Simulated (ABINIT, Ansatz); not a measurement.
# A GW chain in ABINIT: YScB2O6 (R-3)

Wanted: ground state, empty states, screening and self-energy for YScB2O6 (R-3).

Program: ABINIT 10.8.3. Level of theory: LDA and many-body steps on it, plane waves. Results are calculated unless marked as measured.

Most raw output is cut from this account.

### Step 1. The starting structure

Symmetry: R-3, No. 148, trigonal system. The conventional cell has a = 4.911 Å, b = 4.911 Å, c = 16.119 Å, α = 90.00°, β = 90.00°, γ = 120.00°. Nearest to Y lie 6 O at 2.32 Å. Sc has 6 O at 2.14 Å nearest. B has 3 O at 1.39 Å nearest. Nearest to O lie 1 B at 1.39 Å and 1 Sc at 2.14 Å and 1 Y at 2.32 Å. Farther neighbours and most contacts between anions are not listed.

The cell and positions are those that the Materials Project relaxed with its own functionals (PBE, PBE+U or r2SCAN), kept fixed.

### Step 2. Ground state

This step: ABINIT 10.8.3; DFT, LDA, plane waves, norm-conserving pseudopotentials.

The ground-state density comes first.

File run.abi:

```
acell 3*1.0 Angstrom
rprim 
  2.455259121368 1.417544514628 5.373024847406
  -2.455259121368 1.417544514628 5.373024847406
  0.000000000000 -2.835089029328 5.373024847387
ntypat 4
znucl 39 21 5 8
natom 10
typat 1 2 3 3 4 4 4 4 4 4
xred 
  0.500000000000 0.500000000000 0.500000000000
  0.000000000000 0.000000000000 0.000000000000
  0.255007000000 0.255007000000 0.255007000000
  0.744993000000 0.744993000000 0.744993000000
  0.233543000000 0.545880000000 0.981547000000
  0.981547000000 0.233543000000 0.545880000000
  0.545880000000 0.981547000000 0.233543000000
  0.018453000000 0.766457000000 0.454120000000
  0.454120000000 0.018453000000 0.766457000000
  0.766457000000 0.454120000000 0.018453000000
pp_dirpath "pseudos"
pseudos "Y.upf, Sc.upf, B.upf, O.upf"
ecut 36
ngkpt 6 6 6
nshiftk 1
shiftk 0 0 0
kptopt 1
chksymbreak 0
nband 41
occopt 1
tolvrs 1e-10
nstep 60
prtwf 0
optforces 0
optstress 0
indata_prefix "in"
outdata_prefix "out"
tmpdata_prefix "tmp"
```

Command:

```
OMP_NUM_THREADS=1 mpirun -n 4 abinit run.abi > log
```

Wall time 3.7 min (4 MPI ranks of Arm Neoverse V1, shared host); peak memory 0.67 GiB; 15 min of CPU time.

This step gave:

- total energy: -5302.2344 eV
- gap: 4.393 eV
- k of the valence top: 0.5, 0.5, 0
- k of the conduction bottom: 0.5, 0.5, 0
- least direct gap: 4.393 eV

The gap is direct, at (0.500, 0.500, 0.000).

### Step 3. Bands along the symmetry lines

The cheap functional maps the bands first; the places of the edges decide which points the dearer methods must see.

run.abi, as its differences from that of step 2:

```diff
@@ -23,14 +23,45 @@
 ecut 36
-ngkpt 6 6 6
-nshiftk 1
-shiftk 0 0 0
-kptopt 1
-chksymbreak 0
-nband 41
-occopt 1
-tolvrs 1e-10
-nstep 60
+iscf -2
+irdden 1
+kptopt 0
+nkpt 31
+kpt 
+  0.00000000 0.00000000 0.00000000
+  0.12500000 0.12500000 0.12500000
+  0.25000000 0.25000000 0.25000000
+  0.37500000 0.37500000 0.37500000
+  0.50000000 0.50000000 0.50000000
+  0.57173262 0.42826738 0.50000000
+  0.64346525 0.35653475 0.50000000
+  0.71519787 0.28480213 0.50000000
+  0.78693050 0.21306950 0.50000000
+  0.50000000 -0.21306950 0.21306950
+  0.50000000 -0.15980212 0.15980212
+  0.50000000 -0.10653475 0.10653475
+  0.50000000 -0.05326738 0.05326738
+  0.50000000 0.00000000 0.00000000
+  0.37500000 0.00000000 0.00000000
+  0.25000000 0.00000000 0.00000000
+  0.12500000 0.00000000 0.00000000
+  0.00000000 0.00000000 0.00000000
+  0.08913369 -0.08913369 0.00000000
+  0.17826738 -0.17826738 0.00000000
+  0.26740106 -0.26740106 0.00000000
+  0.35653475 -0.35653475 0.00000000
+  0.64346525 0.00000000 0.35653475
+  0.60759894 0.00000000 0.39240106
+  0.57173262 0.00000000 0.42826738
+  0.53586631 0.00000000 0.46413369
+  0.50000000 0.00000000 0.50000000
+  0.37500000 0.00000000 0.37500000
+  0.25000000 0.00000000 0.25000000
+  0.12500000 0.00000000 0.12500000
+  0.00000000 0.00000000 0.00000000
+istwfk *1
+nband 39
+nbdbuf 2
+tolwfr 1e-08
+nstep 40
 prtwf 0
-optforces 0
-optstress 0
+prtvol 0
 indata_prefix "in"
```

Wall time 2.1 min (4 MPI ranks); peak memory 0.49 GiB.

Numbers from this step:

```
gap                        : 4.393 eV
k of the valence top       : 0.5, 0, 0.5
k of the conduction bottom : 0.5, 0, 0.5
least direct gap           : 4.393 eV
```

The gap is 4.393 eV, as in the run before at this level.

Electronic bands along the path, in eV, zero at the top of the highest filled band:

```
     point  band 29  band 30  band 31  band 32  band 33  band 34  band 35  band 36
         Γ    -1.02    -0.36    -0.25    -0.25     4.85     4.85     4.93     5.68
   halfway    -0.87    -0.54    -0.39    -0.39     4.90     4.90     4.94     5.96
         T    -0.66    -0.66    -0.62    -0.62     4.95     4.96     4.96     5.81
   halfway    -0.95    -0.83    -0.47    -0.41     4.77     4.85     5.04     5.70
        H2    -1.01    -0.93    -0.20    -0.16     4.63     4.74     4.99     5.66
jump to H0    -1.01    -0.93    -0.20    -0.16     4.63     4.74     4.99     5.66
   halfway    -0.95    -0.89    -0.22    -0.18     4.72     4.80     4.99     5.62
         L    -1.11    -1.10    -0.29    -0.23     4.69     4.97     5.10     5.60
   halfway    -0.94    -0.70    -0.36    -0.27     4.75     4.91     5.01     5.47
         Γ    -1.02    -0.36    -0.25    -0.25     4.85     4.85     4.93     5.68
   halfway    -0.93    -0.75    -0.36    -0.22     4.68     4.91     5.00     5.32
        S0    -0.96    -0.86    -0.25    -0.12     4.62     4.76     4.96     5.59
jump to S2    -0.96    -0.86    -0.25    -0.12     4.62     4.76     4.96     5.59
   halfway    -0.94    -0.86    -0.49    -0.03     4.46     4.82     5.00     5.26
         F    -0.93    -0.86    -0.64     0.00     4.39     4.84     5.03     5.12
   halfway    -1.00    -0.58    -0.43    -0.35     4.66     4.91     5.01     5.28
         Γ    -1.02    -0.36    -0.25    -0.25     4.85     4.85     4.93     5.68
```

### Step 4. Empty states on the mesh, 2×2×2 mesh, 234 bands

The sums over transitions need many empty states on a uniform mesh; this step solves for them.

File run.abi:

```
acell 3*1.0 Angstrom
rprim 
  2.455259121368 1.417544514628 5.373024847406
  -2.455259121368 1.417544514628 5.373024847406
  0.000000000000 -2.835089029328 5.373024847387
ntypat 4
znucl 39 21 5 8
natom 10
typat 1 2 3 3 4 4 4 4 4 4
xred 
  0.500000000000 0.500000000000 0.500000000000
  0.000000000000 0.000000000000 0.000000000000
  0.255007000000 0.255007000000 0.255007000000
  0.744993000000 0.744993000000 0.744993000000
  0.233543000000 0.545880000000 0.981547000000
  0.981547000000 0.233543000000 0.545880000000
  0.545880000000 0.981547000000 0.233543000000
  0.018453000000 0.766457000000 0.454120000000
  0.454120000000 0.018453000000 0.766457000000
  0.766457000000 0.454120000000 0.018453000000
pp_dirpath "pseudos"
pseudos "Y.upf, Sc.upf, B.upf, O.upf"
ecut 36
ngkpt 2 2 2
nshiftk 1
shiftk 0 0 0
kptopt 1
chksymbreak 0
iscf -2
irdden 1
istwfk *1
nband 234
nbdbuf 20
tolwfr 1e-09
nstep 60
prtvol 0
indata_prefix "in"
outdata_prefix "out"
tmpdata_prefix "tmp"
```

Elapsed: 2 min, on 4 MPI ranks; peak memory 0.56 GiB; 7.8 min of CPU time.

Numbers from this step:

```
gap                                                           : 4.393 eV
k of the valence top                                          : 0.5, 0.5, 0
k of the conduction bottom                                    : 0.5, 0.5, 0
least direct gap                                              : 4.393 eV
k points computed                                             : 4
lowest point of the top converged band, above the valence top : 70.1006 eV
```

On this mesh the gap is 4.393 eV.

### Step 5. Screening, 2×2×2 mesh, 214 bands, screening to 176.9 eV

The RPA dielectric matrix is built and inverted for each q.

This step: RPA screening on LDA, plane waves, norm-conserving pseudopotentials.

run.abi, as its differences from that of step 4:

```diff
@@ -28,10 +28,11 @@
 chksymbreak 0
-iscf -2
-irdden 1
 istwfk *1
-nband 234
-nbdbuf 20
-tolwfr 1e-09
-nstep 60
-prtvol 0
+occopt 1
+irdwfk 1
+optdriver 3
+nband 214
+ecuteps 6.5
+inclvkb 2
+awtr 1
+symchi 1
 indata_prefix "in"
```

Wall time 2.1 min (4 MPI ranks); peak memory 2.5 GiB; 8.5 min of CPU time.

This step gave:

```yaml
eps_infinity_with_local_fields_on_this_mesh_along_the_program_s_q_direction: 3.506
the_same_without_local_fields: 3.809
plasma_frequency: 28.04 eV
plane_waves_in_the_screening_matrix: 605
```

Local fields lower ε∞ by 8 %. On a Γ-centred mesh this coarse the value itself is usually too large, while a short band sum pulls it down.

### Step 6. Self-energy, 2×2×2 mesh, 214 bands, screening to 176.9 eV

The self-energy is evaluated for the states that the input lists, and the levels follow from it, in one-shot runs by the linearised quasiparticle equation.

This step: G0W0 on LDA, plane waves, norm-conserving pseudopotentials.

run.abi, as its differences from that of step 5:

```diff
@@ -31,8 +31,17 @@
 irdwfk 1
-optdriver 3
+optdriver 4
 nband 214
+gwcalctyp 0
+ecutsigx 36
+symsigma 1
+nkptgw 2
+kptgw 
+  0.5000000000 0.5000000000 0.0000000000
+  0.0000000000 0.0000000000 0.0000000000
+bdgw 
+  31 34
+  31 34
 ecuteps 6.5
-inclvkb 2
-awtr 1
-symchi 1
+irdscr 1
+ppmodel 1
 indata_prefix "in"
```

The job ended after 51 s (4 MPI ranks; peak memory 2.1 GiB).

Numbers from this step:

```
G0W0 gap on the points computed              : 7.436 eV
starting gap on the mesh                     : 4.393 eV
k of the valence top                         : 0.5, 0.5, 0
k of the conduction bottom                   : 0.5, 0.5, 0
Z at the valence top                         : 0.8
Z at the conduction bottom                   : 0.826
least direct G0W0 gap on the computed points : 7.436 eV
```

The gap on the mesh goes from 4.39 eV to 7.44 eV, a correction of +3.04 eV.

Limits: finite bands, cutoff and mesh; no spin-orbit coupling; coarse k mesh. v1 is the top filled band, c1 the lowest empty one. Levels before and after the correction, in eV, zero at the valence-band top of each column:

```
           conduction bottom  valence top
Kohn-Sham               4.39         0.00
     G0W0               7.44         0.00
```

|  | level | energy (eV) |
| --- | --- | --- |
| Kohn-Sham | (0.5 0.5 0) v2 | -0.638 |
| Kohn-Sham | (0.5 0.5 0) v1 | 0.000 |
| Kohn-Sham | (0.5 0.5 0) c1 | 4.393 |
| Kohn-Sham | (0.5 0.5 0) c2 | 4.839 |
| G0W0 | (0.5 0.5 0) v2 | -0.642 |
| G0W0 | (0.5 0.5 0) v1 | 0.000 |
| G0W0 | (0.5 0.5 0) c1 | 7.436 |
| G0W0 | (0.5 0.5 0) c2 | 8.022 |

### Step 7. Where the time went

Times are wall times on 4 MPI ranks of Arm Neoverse V1, shared host, good to a factor of about two.

```csv
step,time,share,memory (GiB)
ground state,3.7 min,34 %,0.67
bands along the symmetry lines,2.1 min,20 %,0.49
empty states on the mesh,2 min,18 %,0.56
screening,2.1 min,20 %,2.5
self-energy,51 s,8 %,2.1
```

### Step 8. Outcome

```json
{
 "LDA gap": "4.39 eV, direct",
 "G0W0 gap on the mesh": "7.44 eV",
 "GW settings": "2×2×2 mesh, 214 bands, screening to 176.9 eV, Godby-Needs plasmon pole",
 "known limits": "not at the basis limit; no spin-orbit coupling; coarse k mesh"
}
```

**Reading.** G0W0 moves the gap on the mesh from 4.39 eV to 7.44 eV (+3.04 eV), with Z of 0.80 and 0.83 at the edges. Local fields lower the RPA ε∞ on this mesh from 3.81 to 3.51; a Γ-centred mesh this coarse tends to raise both, most where the direct gap is narrow, while a short band sum lowers them. Only 2 of the mesh's irreducible points were corrected, so a valley elsewhere could overtake. The dearest step here is «ground state». Bands and cutoff are finite, so the gap is not at the basis limit. The miss can reach some tenths of an eV and take either sign; the mesh is an error of its own. In the G0W0 run levels were corrected at 2 k points alone, so a gap called «on the mesh» is the least over those, and an edge elsewhere would be missed. The 2×2×2 mesh is coarse for this cell, which bears on the long-range parts of exchange and screening. The many-body steps are scalar-relativistic: spin-orbit coupling is not in them.

[Paths, hosts, dates, memory and timing lines, banners, echoed tables and standing remarks are left out of the program output.]

[Logs are printed without paths, hosts, clocks, repeated set-up lines and the standing remarks that a program may print on its own settings, such as how far it seeks lower states.]

[Runs of the session that timed out or met a known fault of the program may be left out.]

[Hosts, paths, dates, database ids (printed as entryN), source tags and the programs' standing remarks are cut or masked in the printed files.]

[G0W0 gaps are taken among the corrected bands and points alone; a level outside them can change the order at an edge.]

[Where Ansatz stands beside ABINIT at settings called matched, ABINIT's density can come from a denser mesh and the files from another edition; pairs whose starting gaps differed by over 0.03 eV were left out, so agreement reads better than it is.]
